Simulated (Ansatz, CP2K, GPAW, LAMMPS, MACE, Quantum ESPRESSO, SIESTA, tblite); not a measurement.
# Running La2O3 with crystalline order left by the classical run (95 atoms) with CP2K

Aim: run La2O3 with crystalline order left by the classical run (95 atoms) in CP2K and see how near its forces come to a plane-wave reference, and at what cost.

Method: the method is named at each step, in CP2K 2026.2.

**1. The structure**

The cell holds 95 atoms: 38 La and 57 O. Cell: a = 12.168 Å, b = 12.168 Å, c = 12.168 Å, α = 90.0°, β = 90.0°, γ = 90.0°. 95 atoms (38 Nd, 57 O) placed at random at 6.31 g/cm³, melted at 5000 K for 10 ps at fixed volume with the Morse and Coulomb pair potential with partial charges (Pedone, Malavasi, Menziani, Cormack and Segre, J. Phys. Chem. B 110, 11780 (2006)). Quenched from 5000 K to 300 K at 20 K/ps and fixed volume, held 5 ps, then minimised at fixed cell. Then Nd was replaced by La and the cell scaled by 1.023 (the potential has no terms for the new elements, so the cell is a start for a DFT relaxation).

The yardstick, on the same geometry:

* method: Kohn-Sham DFT, PBE, PAW, plane waves (Ansatz 0.2.0); cutoff 420 eV, Γ point, fermi-dirac smearing of 0.05 eV; PAW set soft_2
* r.m.s. force component: 0.2629 eV/Å
* longest force: 0.8497 eV/Å
* pressure: 0.07016 GPa
* gap (highest filled to lowest empty level): 3.123 eV
* SCF cycles: 11
* time: 24 s on 8 threads of Arm Neoverse V2, shared host
* CPU time: 2.9 min

**2. PBE, DZVP-MOLOPT-SR, 600/50 Ry, OT DIIS**

Method: Kohn-Sham DFT, PBE, GTH-PBE pseudopotentials, Gaussian and plane waves, DZVP-MOLOPT-SR-GTH, orbital transformation.

input.inp reads:

```
&GLOBAL
  PROJECT cell
  RUN_TYPE ENERGY_FORCE
  PRINT_LEVEL LOW
&END GLOBAL
&FORCE_EVAL
  METHOD QS
  STRESS_TENSOR ANALYTICAL
  &DFT
    BASIS_SET_FILE_NAME BASIS_MOLOPT
    BASIS_SET_FILE_NAME BASIS_MOLOPT_UCL
    POTENTIAL_FILE_NAME GTH_POTENTIALS
    &MGRID
      CUTOFF 600
      REL_CUTOFF 50
      NGRIDS 5
    &END MGRID
    &QS
      EPS_DEFAULT 1.0E-12
    &END QS
    &SCF
      SCF_GUESS ATOMIC
      EPS_SCF 1.0E-06
      MAX_SCF 30
      &OT
        MINIMIZER DIIS
        PRECONDITIONER FULL_ALL
        ENERGY_GAP 0.001
      &END OT
      &OUTER_SCF
        EPS_SCF 1.0E-06
        MAX_SCF 8
      &END OUTER_SCF
      &PRINT
        &RESTART OFF
        &END RESTART
      &END PRINT
    &END SCF
    &XC
      &XC_FUNCTIONAL PBE
      &END XC_FUNCTIONAL
    &END XC
    &PRINT
      &MULLIKEN ON
      &END MULLIKEN
      &LOWDIN ON
      &END LOWDIN
      &MO_CUBES
        NHOMO 1
        NLUMO 4
        WRITE_CUBE F
      &END MO_CUBES
    &END PRINT
  &END DFT
  &SUBSYS
    &CELL
      A 12.16777 0.00000 0.00000
      B 0.00000 12.16777 0.00000
      C 0.00000 0.00000 12.16777
    &END CELL
    &COORD
      La 7.64087 3.30623 0.90650
      La 4.58433 0.53477 2.34278
      La 10.63500 2.65306 7.07751
      La 10.85973 1.65506 10.49434
      La 10.21557 6.82819 8.67246
      La 4.59540 5.28836 1.19573
      La 10.41464 4.43832 3.27897
      La 0.95152 5.72250 5.03259
      La 7.21184 6.30327 3.23517
      La 7.69830 4.03982 9.75904
      La 1.20984 11.00867 3.17396
      La 10.39334 8.89878 2.03932
      La 4.45073 3.40965 7.52844
      La 4.49173 9.15552 0.82899
      La 1.51781 3.50359 1.12138
      La 7.26185 9.28291 7.43621
      La 10.54666 10.08343 10.74134
      La 1.39418 8.45039 7.62323
      La 7.29555 8.22383 10.86485
      La 4.35253 7.77715 4.81807
      La 10.48022 11.91164 5.01057
      La 4.65162 2.12632 11.03763
      La 7.49401 5.27205 6.61148
      La 1.60870 11.56790 11.82829
      La 1.52547 2.20091 5.00923
      La 7.39849 2.53844 4.24850
      La 1.36243 4.60173 8.85570
      La 1.17541 7.37671 11.13327
      La 7.58636 11.36640 0.51178
      La 4.35484 11.71124 6.02378
      La 10.68184 0.78969 1.61065
      La 4.54345 6.18877 9.88692
      La 10.19501 8.11310 5.29371
      La 7.43706 1.02976 7.58040
      La 7.33741 10.46842 4.00526
      La 4.39293 10.38872 9.49792
      La 10.29576 5.57089 12.00119
      La 1.51245 0.46639 8.34977
      O 4.78412 7.32390 2.56655
      O 3.50115 2.25298 0.97062
      O 12.11545 0.85174 3.45260
      O 6.38151 1.23333 0.71729
      O 11.57435 4.29656 1.30183
      O 5.60837 8.32105 8.94173
      O 11.24387 6.67463 3.70630
      O 9.28778 3.32277 11.36372
      O 2.91309 0.17607 4.20506
      O 9.39437 1.42582 8.70300
      O 8.82820 10.36864 5.90806
      O 11.56023 9.86392 4.23146
      O 5.97559 11.37321 7.81207
      O 2.21368 7.77338 5.44800
      O 9.61254 0.03906 11.79349
      O 2.51800 5.59717 0.09625
      O 9.12181 2.40739 2.50887
      O 2.73093 9.29131 11.19861
[... 35 atom lines left out ...]
      O 3.23870 0.26185 10.26534
      O 6.21274 2.15284 9.27172
      O 5.93008 10.27945 11.30751
      O 1.96996 4.05710 3.42717
    &END COORD
    &KIND La
      BASIS_SET DZVP-MOLOPT-SR-GTH-q11
      POTENTIAL GTH-PBE-q11
    &END KIND
    &KIND O
      BASIS_SET DZVP-MOLOPT-SR-GTH-q6
      POTENTIAL GTH-PBE-q6
    &END KIND
  &END SUBSYS
  &PRINT
    &FORCES ON
    &END FORCES
    &STRESS_TENSOR ON
    &END STRESS_TENSOR
  &END PRINT
&END FORCE_EVAL
```

The run is started by

```bash
$ OMP_NUM_THREADS=1 mpirun -np 4 cp2k.psmp -i input.inp > output.txt
```

Numbers of over 12 decimals in the logs are rounded to 6 here.

Log:

```text
CP2K| version string:                                       CP2K version 2026.2
 CP2K| Input file name                                                 input.inp
 GLOBAL| Basis set file name                                        BASIS_MOLOPT
 GLOBAL| Potential file name                                      GTH_POTENTIALS
 GLOBAL| Run type                                                   ENERGY_FORCE
 GLOBAL| Total number of message passing processes                             4
 GLOBAL| Number of threads for this process                                    1
 TOTAL NUMBERS AND MAXIMUM NUMBERS
  Total number of            - Atomic kinds:                                   2
                             - Atoms:                                         95
                             - Shell sets:                                    95
                             - Shells:                                       589
                             - Primitive Cartesian functions:                551
                             - Cartesian basis functions:                   1976
                             - Spherical basis functions:                   1729
  Maximum angular momentum of- Orbital basis functions:                        3
                             - Local part of the GTH pseudopotential:          2
                             - Non-local part of the GTH pseudopotential:      3
 SCF PARAMETERS         Density guess:                                    ATOMIC
                        max_scf:                                              30
                        eps_scf:                                        1.00E-06
                        Outer loop SCF in use
                        eps_scf                                         1.00E-06
                        max_scf                                                8
 Extrapolation method: initial_guess
 Number of electrons:                                                        760
[... lines left out ...]
  Step     Update method      Time    Convergence         Total energy    Change
[... lines left out ...]
  Total energy:                                             -2124.389191
[... lines left out ...]
  Step     Update method      Time    Convergence         Total energy    Change
[... lines left out ...]
  Core Hamiltonian energy:                                   1158.429023
  Hartree energy:                                            1877.874933
  Exchange-correlation energy:                               -369.493278
  Total energy:                                             -2124.616494
  outer SCF iter =    2 RMS gradient =   0.45E-02 energy =      -2124.6164943932
  ----------------------------------- OT ---------------------------------------
  Minimizer      : DIIS                : direct inversion
                                         in the iterative subspace
                                         using   7 DIIS vectors
                                         safer DIIS on
  Preconditioner : FULL_ALL            : diagonalization, state selective
  Precond_solver : DEFAULT
  stepsize       :    0.15000000                  energy_gap     :    0.00100000
  eps_taylor     :   0.10000E-15                  max_taylor     :             4
  ----------------------------------- OT ---------------------------------------
  Step     Update method      Time    Convergence         Total energy    Change
[...]
8 OT DIIS     0.15E+00   11.6     0.00000134     -2124.6687191125 -8.76E-07
     9 OT DIIS     0.15E+00   11.6     0.00000078     -2124.6687198679 -7.55E-07
  *** SCF run converged in     9 steps ***
  Electronic density on regular grids:       -760.0000022500       -0.0000022500
  Core density on regular grids:              759.9999999994       -0.0000000006
  Total charge density on r-space grids:       -0.0000022506
  Total charge density g-space grids:          -0.0000022506
  Overlap energy of the core charge distribution:               7.651e-11
  Self energy of the core charge distribution:              -4791.427173
  Core Hamiltonian energy:                                   1159.548878
  Hartree energy:                                            1876.980784
  Exchange-correlation energy:                               -369.771209
  Total energy:                                             -2124.668720
  outer SCF iter =    3 RMS gradient =   0.78E-06 energy =      -2124.6687198679
  outer SCF loop converged in   3 iterations or   69 steps
 !-----------------------------------------------------------------------------!
                     Mulliken Population Analysis
 #  Atom  Element  Kind  Atomic population                           Net charge
       1     La       1          9.916831                              1.083169
       2     La       1          9.800534                              1.199466
       3     La       1          9.855387                              1.144613
[...]
# Total charge                            760.000003                 -0.000003
 !-----------------------------------------------------------------------------!
 LOWDIN POPULATION ANALYSIS
 #  Atom  Element  Kind  Atomic population                           Net charge
[...]
94     O        2          6.791999                             -0.791999
      95     O        2          6.801486                             -0.801486
 # Total charge                            760.000003                 -0.000003
  Eigenvalues of the occupied subspace spin            1
      -0.93344032     -0.93201582     -0.93177105     -0.93088055
      -0.93013785     -0.92922756     -0.92748095     -0.92675098
      -0.92429497     -0.92260800     -0.92058632     -0.91985603
[...]
0.22135414      0.22376827      0.22515926      0.22779451
 Fermi Energy [eV] :    6.198604
  Using OT eigensolver for additional unoccupied orbitals spin            1
  Lowest Eigenvalues of the unoccupied subspace spin            1
 OT| Eigensolver reached convergence in 235 iterations
       0.34130126      0.36042758      0.36335307      0.36810274
 HOMO - LUMO gap [eV] :    3.088676
 ENERGY| Total FORCE_EVAL ( QS ) energy [hartree]          -2124.668721
 FORCES| Atomic forces [hartree/bohr]
 FORCES|   Atom     x               y               z               |f|
 FORCES|      1 -3.19549001E-04 -1.17582154E-02  5.92403401E-03   1.31701146E-02
 FORCES|      2 -1.52669039E-03  1.42408666E-03 -3.94429644E-04   2.12470730E-03
 FORCES|      3 -9.26688199E-04  1.26857124E-02 -1.09783084E-03   1.27668039E-02
[...]
FORCES|     94  2.45761178E-04 -7.52788917E-03  7.74665254E-03   1.08046351E-02
 FORCES|     95 -1.11066339E-02 -8.02810071E-03  4.73607498E-03   1.44995905E-02
 FORCES| Sum    -1.19325328E-03 -1.05387571E-02  9.59326186E-03
 FORCES| Total atomic force                                       1.43010464E-02
 STRESS| Analytical stress tensor [bar]
 STRESS|                        x                   y                   z
 STRESS|      x        6.11203429671E+03   4.75864496882E+03  -5.10565164997E+03
 STRESS|      y        4.75864496882E+03  -6.74878413452E+03   6.77637812409E+03
 STRESS|      z       -5.10565164997E+03   6.77637812409E+03   4.12802837345E+04
 STRESS| 1/3 Trace                                             1.35478446322E+04
```

Run time: 14 min. Hardware: 4 MPI ranks of Arm Neoverse V2, shared host; peak memory 7.1 GiB; 57 min of CPU time.

Banners, paths, timers and routine set-up lines are dropped from the logs unmarked, and long logs keep their key lines alone; longer cuts are marked.

Compared with the plane-wave run:

| Quantity | Value |
| --- | --- |
| r.m.s. force component | 0.2785 eV/Å |
| r.m.s. difference of force components | 51.92 meV/Å |
| longest difference of force vectors | 195.5 meV/Å |
| force difference over r.m.s. force | 19.75 % |
| slope of forces against the reference's | 1.042 |
| correlation of force components | 0.9833 |
| gap (highest filled to lowest empty level) | 3.089 eV |
| gap difference | -0.0344 eV |
| pressure | 1.355 GPa |
| pressure difference | 1.285 GPa |

Length of the force difference by element (eV/Å):

```csv
element,atoms,mean,most
La,38,0.058,0.12
O,57,0.099,0.20
```

The surroundings of La26, which bears the longest force, nearest first, numbered as they follow in the input and with coordinates relative to it.

```csv
atom,x,y,z,distance (Å),bonds,Mulliken charge (e),Fx,Fy,Fz (eV/Å)
La26,0.00,0.00,0.00,0.00,6,1.15,-0.48,-0.78,-0.04
O67,-0.97,0.42,2.10,2.35,4,-0.75,0.33,-0.07,0.24
O77,1.61,-1.10,1.45,2.43,4,-0.77,-0.12,0.26,0.21
O80,-1.32,-2.05,0.11,2.44,4,-0.79,-0.38,-0.28,0.00
O55,1.72,-0.13,-1.74,2.45,4,-0.77,0.13,0.26,0.36
O90,1.11,2.18,0.33,2.47,4,-0.74,-0.66,0.21,-0.21
O74,-1.28,1.53,-1.62,2.57,4,-0.75,0.27,0.22,-0.07
La1,0.24,0.77,-3.34,3.44,6,1.08,-0.02,-0.60,0.30
La23,0.10,2.73,2.36,3.61,6,1.08,0.05,0.51,-0.07
La34,0.04,-1.51,3.33,3.66,5,1.12,0.07,-0.03,0.36
La7,3.02,1.90,-0.97,3.69,6,1.16,0.47,-0.15,0.00
```

Forces lie 20 % from the reference's, at 19 times its CPU time (on 4 against 8 cores); the SCF took 69 steps, which the time reflects.

The forces add up to 0.74 eV/Å instead of zero, usually a sign of too coarse a grid.

Further runs of this program without a result: CP2K GFN1-xTB, OT DIIS (not converged); CP2K PBE, DZVP-MOLOPT-SR, 600/50 Ry, TRS4 filter 1e-05, SCF 1e-06 (not converged).

**3. What came out**

| Quantity | Value |
| --- | --- |
| force difference from the reference | CP2K PBE, DZVP-MOLOPT-SR, 600/50 Ry, OT DIIS, 20 % |
| its CPU time | 57 min |

The PBE run in local orbitals differs by 20 % (CP2K PBE, DZVP-MOLOPT-SR, 600/50 Ry, OT DIIS); basis, grid and potentials can all enter. At the same functional, the gap of CP2K PBE, DZVP-MOLOPT-SR, 600/50 Ry, OT DIIS lies 0.03 eV below the reference's 3.12 eV. The quench rate of 20 K/ps is many orders above laboratory rates, so the cell is likely richer in defects and strain than a real sample. The network of bonds at the start is that of the classical potential that made the cell, and needn't be the one that DFT or experiment would give. The reference's stress is far from hydrostatic: its diagonal is -0.7, -1.7, 2.7 GPa, compression counted positive. The electronic-structure runs sample only Γ, in a cell whose shortest periodic width is 12 Å. Spin–orbit coupling is left out, which matters for the levels of the heavy elements.

[Also dropped from logs without a mark: logging warnings of Python, and SIESTA's first energy breakdown and zero terms.]

[Logs are printed without paths, hosts, clocks, repeated set-up lines and the standing remarks that a program may print on its own settings, such as how far it seeks lower states.]

[Hosts, paths, dates, database ids (printed as entryN), source tags and the programs' standing remarks are cut or masked in the printed files.]
